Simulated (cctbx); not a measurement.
## A disordered crystal of nominal ZrP2Os

Cell a = 3.6720 Å, b = 3.6720 Å, c = 9.1460 Å, α = 90.00°, β = 90.00°, γ = 90.00°; space group P4/nmm (no. 129, origin choice 1); nominal formula ZrP2Os.

The data are simulated with cctbx, not measured: Mo Kα, λ = 0.71073 Å, to d = 0.77 Å, 80 % of the full sphere, strongest reflection 20000 counts, noise from counting, a 6 % proportional error and a noise floor of 8 counts (s.d.); no absorption, and some extinction, which the refinements don't model.

With every site full:

```text
Rint 0.045, 113 unique reflections to 0.77 A
cycle     R1     wR2    GooF  max shift (A)
   1  0.1197  0.3050  11.431   0.00104
   2  0.0153  0.0340   1.276   0.00000
final R1 0.0152 wR2 0.0340 GooF 1.276  parameters 10  data/parameter 11.3
atom        x        y        z      Ueq    occ   su(xyz)  su(Uiso or U11)
Os1    0.00000  0.00000  0.50000   0.0056  1.000  0.00000  0.0002
Zr1    0.50000  0.00000  0.22659   0.0159  1.000  0.00012  0.0003
P1     0.50000  0.00000  0.64758   0.0111  1.000  0.00025  0.0007
P2     0.00000  0.00000  0.00000   0.0235  1.000  0.00000  0.0014
difference map: max 1.25 min -2.07 rms 0.31
Q1    0.0000  0.0000  0.5000    2    1.25  0.00 A from Os1
Q2    0.0000  0.0000  0.2752    4    0.85  1.89 A from Zr1
Q3    0.0000  0.2352  0.8277    8    0.58  1.09 A from Zr1
Q4    0.0000  0.5000  0.4605    2    0.55  0.99 A from P1
Q5    0.1213  0.3787  0.3489    8    0.50  0.63 A from P1
Q6    0.0000  0.5000  0.6667    2    0.48  0.98 A from Zr1
```

With the occupancies of the suspect sites free, each still typed as its main element:

```text
Rint 0.045, 113 unique reflections to 0.77 A
cycle     R1     wR2    GooF  max shift (A)
   1  0.0775  0.2410   9.075   0.00045
   4  0.0113  0.0222   0.835   0.00001
final R1 0.0113 wR2 0.0222 GooF 0.835  parameters 11  data/parameter 10.3
atom        x        y        z      Ueq    occ   su(xyz)  su(Uiso or U11)
Os1    0.00000  0.00000  0.50000   0.0063  1.000  0.00000  0.0001
Zr1    0.50000  0.00000  0.22653   0.0139  0.945  0.00008  0.0003
P1     0.50000  0.00000  0.64760   0.0120  1.000  0.00017  0.0004
P2     0.00000  0.00000  0.00000   0.0243  1.000  0.00000  0.0009
su of occupancy Zr1: 0.005
difference map: max 0.77 min -1.45 rms 0.22
Q1    0.0000  0.0000  0.2760    4    0.78  1.89 A from Zr1
Q2    0.0000  0.2202  0.5094    8    0.64  0.81 A from Os1
Q3    0.0000  0.5000  0.4575    2    0.63  0.96 A from P1
Q4    0.0000  0.2467  0.8274    8    0.51  1.05 A from Zr1
Q5    0.0000  0.2397  0.3565    8    0.45  0.96 A from P1
Q6    0.0000  0.2936  0.6506    8    0.45  1.36 A from Zr1
```

**Question.** What is the disorder?

X-rays count electrons. Zr1 refines to 0.945(0.005), or 37.8 electrons; the site truly holds 0.94 Zr, 37.6 electrons, which is 0.940 of Zr. A value under 1 can't tell vacancies from a lighter guest, and one over 1 needs a heavier guest; chemistry or a second radiation must settle which. Occupancy correlates with U and the scale, so the match is approximate.

Freeing them takes R1 from 0.0152 to 0.0113 and GooF from 1.28 to 0.83.

The model is made up (kin elements in a known structure type, no relaxation), so it says nothing on whether the phase exists.

[Middle refinement cycles are left out of these outputs.]

[Logs are printed without paths, hosts, clocks, repeated set-up lines and the standing remarks that a program may print on its own settings, such as how far it seeks lower states.]
